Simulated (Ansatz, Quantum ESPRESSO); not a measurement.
**MoSi2 [001], C11b: uniaxial strain and lateral response**

The c axis is held at a set length while the cell relaxes sideways. How do the lateral strain and the stress follow? The strained cell has c along the load; unstrained it is a = 3.1888 Å, b = 3.1888 Å, c = 7.8176 Å, α = 90.00°, β = 90.00°, γ = 90.00°, with 6 atoms.

Calculated with Quantum ESPRESSO 7.5, PBEsol, GBRV 1.5 ultrasoft potentials, cutoff 680 eV, Fermi–Dirac smearing 0.05 eV, k-mesh 14×14×6, no spin polarisation, no spin-orbit coupling.

Relaxed positions at 0 %:

```csv
atom,x,y,z
Mo,0.0000,0.0000,0.0000
Mo,0.5000,0.5000,0.5000
Si,0.0000,0.0000,0.3351
Si,0.0000,0.0000,0.6649
Si,0.5000,0.5000,0.8351
Si,0.5000,0.5000,0.1649
```

| ε_c (%) | a (Å) | c (Å) | ε_a (%) | σ (GPa, tension positive) |
| --- | --- | --- | --- | --- |
| −3 | 3.2064 | 7.5830 | 0.552 | −16.59 |
| −1 | 3.1945 | 7.7394 | 0.178 | −5.09 |
| 0 | 3.1887 | 7.8176 | −0.005 | 0.02 |
| 1 | 3.1831 | 7.8957 | −0.179 | 4.68 |
| 2 | 3.1776 | 7.9739 | −0.352 | 8.96 |
| 3 | 3.1721 | 8.0521 | −0.525 | 12.85 |

**Question.** Fit both responses and give the free strain and the stress at −2 %, a row left out above.

Least squares with y = y0 + y1 ε + y2 ε² (ε in %) gives ε_a = −0.003 + (−0.1792) ε + (0.0019) ε² and σ = 0.01 + (4.903) ε + (−0.209) ε² GPa. The linear terms put the ratio of free to applied strain at −0.179 and the Young modulus at 490 GPa.

At −2 % the free strain comes out as 0.363 %. The run itself gives 0.363 %, so the estimate misses by 0.000 %, a rounding's worth.

The stress comes out as −10.63 GPa. The run itself gives −10.60 GPa, so the estimate misses by 0.03 GPa; the fitted rows themselves lie up to 0.02 GPa off the law.

The negative ε² term means that the crystal stiffens in compression and softens in tension.

The same fit over all rows at other levels or in other programs gives the strain ratio = −0.180 with PBEsol (Ansatz) and −0.178 with PBEsol (Quantum ESPRESSO, PseudoDojo).

[Logs are printed without paths, hosts, clocks, repeated set-up lines and the standing remarks that a program may print on its own settings, such as how far it seeks lower states.]
